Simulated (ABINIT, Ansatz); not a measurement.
## DyAl3 (Pm-3m): zone-centre phonons

Which modes does DyAl3 (Pm-3m) have at the zone centre?

Method: DFT PBEsol, scalar-relativistic, plane waves, PseudoDojo norm-conserving, 4f in core pseudopotentials (the lanthanide files made for PBE), in ABINIT 10.8.3.

Report form: the programs' logs are mostly left out.

## 1. The starting structure

Symmetry: Pm-3m, No. 221, cubic system. Conventional cell: a = 4.229 Å, b = 4.229 Å, c = 4.229 Å, α = 90.00°, β = 90.00°, γ = 90.00°. Dy has 12 Al at 2.99 Å nearest. Nearest to Al lie 4 Dy at 2.99 Å and 8 Al at 2.99 Å. Farther neighbours are not listed.

## 2. A first look

A first run with smearing and empty bands tells whether the crystal has a gap, which decides between fixed occupations and smearing later on.

File probe.abi:

```
# ground state
tolvrs 1.0d-08
prtden 1
prtwf 1

# basis, mesh and filling
ecut 19.0
ixc -116133
ngkpt 4 4 4
nshiftk 1
shiftk 0.0 0.0 0.0
istwfk *1
occopt 7
tsmear 0.005
nband 17
nstep 100
diemac 9.0
prtebands 0
prtgsr 0
useylm 1

# cell and atoms
acell 3*1.0 Angstrom
rprim 
    4.22854253 0.0 0.0
    0.0 4.22854253 0.0
    0.0 0.0 4.22854253
ntypat 2
znucl 66 13
natom 4
typat 1 2 2 2
xred 
    0.0 0.0 0.0
    0.0 0.5 0.5
    0.5 0.0 0.5
    0.5 0.5 0.0
pp_dirpath "./pseudo"
pseudos "Dy.upf, Al.upf"
```

Started as:

```bash
$ OMP_NUM_THREADS=1 mpirun -n 4 abinit probe.abi > probe.log
```

It took 4.8 s on 4 MPI ranks of Arm Neoverse V1, shared host.

This step gave:

```
volume per atom   : 18.90 Å³
pressure          : -1.216 GPa
gap on the k-mesh : 0 eV
```

No gap opens on this mesh, so smearing is kept; the printed pressure holds the stress of the finite basis too.

## 3. Relaxing the cell and atoms

The harmonic expansion needs vanishing forces, and a free crystal bears no stress, so cell and atoms are brought to rest. Stress is more sensitive to the basis than forces are: the last 3 Ha under the cutoff are smoothed with ecutsm, and the cutoff is raised above that of the later runs.

File relax.abi:

```
# relaxation
ionmov 2
optcell 2
dilatmx 1.08
ntime 40
tolmxf 1.0d-05
tolvrs 1.0d-14
prtwf 0
prtden 0
chksymtnons 0

# basis, mesh and filling
ecut 25.0
ecutsm 3.0
ixc -116133
ngkpt 8 8 8
nshiftk 1
shiftk 0.0 0.0 0.0
istwfk *1
occopt 6
tsmear 0.01
nband 17
nstep 100
diemac 1000000.0
prtebands 0
prtgsr 0
useylm 1

# cell and atoms
acell 3*1.0 Angstrom
rprim 
    4.22854253 0.0 0.0
    0.0 4.22854253 0.0
    0.0 0.0 4.22854253
ntypat 2
znucl 66 13
natom 4
typat 1 2 2 2
xred 
    0.0 0.0 0.0
    0.0 0.5 0.5
    0.5 0.0 0.5
    0.5 0.5 0.0
pp_dirpath "./pseudo"
pseudos "Dy.upf, Al.upf"
```

Started as:

```bash
$ OMP_NUM_THREADS=1 mpirun -n 4 abinit relax.abi > relax.log
```

Elapsed: 69 s, on 4 MPI ranks; 4.6 min of CPU time.

Relaxation path:

```csv
step,energy less that of the first step (eV),largest force (eV/Å),volume (Å³)
1,0.0000,0.0000,75.61
2,-0.0015,0.0000,75.35
3,-0.0036,0.0000,74.56
4,-0.0036,0.0000,74.58
```

```csv
"conventional cell, symmetrised",before,after,change
a (Å),4.229,4.209,-0.5 %
b (Å),4.229,4.209,-0.5 %
c (Å),4.229,4.209,-0.5 %
volume (Å³/atom),18.90,18.64,-1.4 %
```

Read from the output:

```yaml
volume_per_atom: 18.64 Å³
pressure: -2.57e-4 GPa
```

The volume changes by -1.4 % in this run and stands -1.4 % from the first cell.

## 4. Ground state

The response is built on these wavefunctions, so the potential is converged far more tightly than an energy would need. Smearing stays on, as the first look found no gap above 0.3 eV.

File gs.abi:

```
# ground state
tolvrs 1.0d-16
prtden 1
prtwf 1

# basis, mesh and filling
ecut 19.0
ixc -116133
ngkpt 8 8 8
nshiftk 1
shiftk 0.0 0.0 0.0
istwfk *1
occopt 6
tsmear 0.01
nband 17
nstep 100
diemac 1000000.0
prtebands 0
prtgsr 0
useylm 1

# cell and atoms
acell 3*1.0 Angstrom
rprim 
    4.209224344 0.0 0.0
    0.0 4.209224344 0.0
    0.0 0.0 4.209224344
ntypat 2
znucl 66 13
natom 4
typat 1 2 2 2
xred 
    0.0 0.0 0.0
    0.0 0.5 0.5
    0.5 0.0 0.5
    0.5 0.5 0.0
pp_dirpath "./pseudo"
pseudos "Dy.upf, Al.upf"
```

Started as:

```bash
$ OMP_NUM_THREADS=1 mpirun -n 4 abinit gs.abi > gs.log
```

The job ended after 10 s (4 MPI ranks).

This step gave:

```yaml
pressure: -0.7265 GPa
```

The cell stands at -0.73 GPa: the relaxation ran with a smoothed and higher cutoff, and the difference is a stress of the finite basis.

## 5. Zone-centre response

At q = 0 one unit cell holds all displacements. The response is solved for single atoms along the cell's directions, and symmetry skips those that follow from others. The crystal is treated as a metal, which screens a static field, so no field response is asked.

File dfpt_gamma.abi:

```

# common to the responses
getwfk_filepath "gso_WFK"
kptopt 2
nqpt 1
qpt 0.0 0.0 0.0
asr 0
chneut 0

# displacements
rfphon 1
rfatpol 1 4
rfdir 1 1 1
tolvrs 1.0d-10
prtwf 0

# basis, mesh and filling
ecut 19.0
ixc -116133
ngkpt 8 8 8
nshiftk 1
shiftk 0.0 0.0 0.0
istwfk *1
occopt 6
tsmear 0.01
nband 17
nstep 100
diemac 1000000.0
prtebands 0
prtgsr 0
useylm 1

# cell and atoms
acell 3*1.0 Angstrom
rprim 
    4.209224344 0.0 0.0
    0.0 4.209224344 0.0
    0.0 0.0 4.209224344
ntypat 2
znucl 66 13
natom 4
typat 1 2 2 2
xred 
    0.0 0.0 0.0
    0.0 0.5 0.5
    0.5 0.0 0.5
    0.5 0.5 0.0
pp_dirpath "./pseudo"
pseudos "Dy.upf, Al.upf"
```

Started as:

```bash
$ OMP_NUM_THREADS=1 mpirun -n 4 abinit dfpt_gamma.abi > dfpt_gamma.log
```

Run time: 52 s. Hardware: 4 MPI ranks; 3.4 min of CPU time.

Read from the output:

* largest acoustic frequency at the zone centre before the sum rule: 2.91 cm⁻¹
* highest optical zone-centre mode (no LO-TO term): 282.3 cm⁻¹
* lowest optical zone-centre mode: 180.1 cm⁻¹

The acoustic modes at Γ come out as far as 2.9 cm⁻¹ from zero, where they should vanish, a small numerical error.

## 6. Zone-centre analysis

anaddb reads the merged derivatives and imposes the acoustic sum rule.

File anaddb.abi:

```
ddb_filepath "gamma_DDB"
output_file "anaddb.abo"
outdata_prefix "anaddb"
asr 1
chneut 1
enunit 2
eivec 1
nph1l 1
qph1l 0.0 0.0 0.0 1.0
```

File mrgddb.in:

```
gamma_DDB
merged
2
dfpt_gammao_DDB
gso_DDB
```

Started as:

```bash
$ mrgddb < mrgddb.in > mrgddb.log
$ OMP_NUM_THREADS=1 anaddb anaddb.abi > anaddb.log
```

Elapsed: 0.54 s, on 1 thread.

No LO-TO term; unit eigenvectors of the mass-weighted matrix, from anaddb's displacements. The modes at Γ (shares of kinetic energy by element, %):

```csv
mode,frequency (cm⁻¹),symmetry,Dy %,Al %
1,0.0,acoustic,67,33
2,0.0,acoustic,67,33
3,0.0,acoustic,67,33
4,180.1,T1u,18,82
5,180.1,T1u,18,82
6,180.1,T1u,18,82
7,251.3,T2u,0,100
8,251.3,T2u,0,100
9,251.3,T2u,0,100
10,282.3,T1u,16,84
11,282.3,T1u,16,84
12,282.3,T1u,16,84
```

Displacements in mode 4 (180.1 cm⁻¹), the largest set to 1:
```
Dy1  0.00  0.00  0.19
Al2  0.00  0.00 -0.07
Al3  0.00  0.00 -0.07
Al4  0.00  0.00 -1.00
```

Displacements in mode 10 (282.3 cm⁻¹), the largest set to 1:
```
Dy1  0.00  0.00  0.26
Al2  0.00  0.00 -1.00
Al3  0.00  0.00 -1.00
Al4  0.00  0.00  0.44
```

The rule moves no optical mode by more than 0.1 cm⁻¹.

## 7. A second program

A second program on the same cell, potentials, cutoff and meshes tests the implementation of the phonon response, not its convergence.

This step: DFT PBEsol, scalar-relativistic, plane waves, norm-conserving pseudopotentials, 4f in core (Ansatz 0.2.0).

File input.yaml:

```yaml
crystal:
  lattice:
    - [4.2092243445, 0.0, 0.0]
    - [0.0, 4.2092243445, 0.0]
    - [0.0, 0.0, 4.2092243445]
  atoms:
    - { symbol: Dy, position: [0.0, 0.0, 0.0] }
    - { symbol: Al, position: [0.0, 0.5, 0.5] }
    - { symbol: Al, position: [0.5, 0.0, 0.5] }
    - { symbol: Al, position: [0.5, 0.5, 0.0] }
kpoints:
  mp_grid: { grid: [8, 8, 8] }
hamiltonian:
  xc: pbesol
  pseudopotentials:
    kind: nc
    azcp: { Dy: "pseudopotentials/pbe/nc/lanthanide_3plus/Dy.nc.azcp" }
    accuracy: standard
scf:
  occupations: { method: methfessel_paxton, width: 0.27211 }
output:
  eigenvalues: true
basis:
  ecutwfc: 517.016
phonons:
  method: dfpt
```

Started as:

```bash
$ ansatz run input.yaml --threads 4 --pin off --max-ram 8192MiB --backend cpu --events-out ev --progress --plain --runs-dir out
```

Wall time 14 s (4 threads); peak memory 0.96 GiB.

Read from the output:

```yaml
sum_rule_residual_before_enforcement: 3.18e-5 eV/Å²
```

## 8. The two compared: ABINIT PseudoDojo and Ansatz, PseudoDojo

Worked out from the results:

```
root-mean-square difference : 0.01 cm⁻¹
largest difference          : 0.01 cm⁻¹
```

Frequencies side by side, by row:

```csv
q (reciprocal lattice),mode,ABINIT PseudoDojo (cm⁻¹),"Ansatz, PseudoDojo (cm⁻¹)"
0 0 0,1,0,0
0 0 0,2,0,0
0 0 0,3,0,0
0 0 0,4,180.1,180.1
0 0 0,5,180.1,180.1
0 0 0,6,180.1,180.1
0 0 0,7,251.3,251.3
0 0 0,8,251.3,251.3
0 0 0,9,251.3,251.3
0 0 0,10,282.3,282.3
0 0 0,11,282.3,282.3
0 0 0,12,282.3,282.3
```

At the zone centre the largest difference (acoustic modes at Γ apart) is 0.004 % of the highest mode.

## 9. Outcome

| Item | Value |
| --- | --- |
| space group after relaxation | Pm-3m |
| volume per atom | 18.6 Å³ |
| highest optical zone-centre mode (no LO-TO term) | 282.3 cm⁻¹ |
| lowest optical zone-centre mode | 180.1 cm⁻¹ |
| imaginary optical modes at the zone centre (no q mesh in this session) | none |
| largest difference from Ansatz, PseudoDojo | 0.01 cm⁻¹ |

In words: At the PBEsol level the optical modes of DyAl3 (Pm-3m) at the zone centre run from 180 to 282 cm⁻¹. The base run prints -0.73 GPa, mostly the error of a finite basis; the relaxation, with a smoothed and higher cutoff, had brought the cell to rest. ABINIT PseudoDojo and Ansatz, PseudoDojo agree to 0.01 cm⁻¹ (0.004 % of the highest mode compared) on all solved modes but the acoustic ones at Γ, without the LO-TO term. These are harmonic frequencies at zero temperature: anharmonic shifts and linewidths and thermal expansion are left out. Spin-orbit coupling is left out, which can matter for the heavy elements here. In a metal the frequencies hang on the k mesh and the smearing, most of all near Kohn anomalies. The 4f electrons are frozen in the core as for a trivalent ion, in files made for PBE, so their moments and any magnetic order are left out. Ansatz warns that the cutoff lies 17 % under the one recommended for these files; agreement at one cutoff is not convergence. The structure comes from a database and need not be the phase that is stable at ambient conditions.

[Host names and launcher messages were left out of these logs when they were recorded.]

[Logs are printed without paths, hosts, clocks, repeated set-up lines and the standing remarks that a program may print on its own settings, such as how far it seeks lower states.]

[Hosts, paths, dates, database ids (printed as entryN), source tags and the programs' standing remarks are cut or masked in the printed files.]
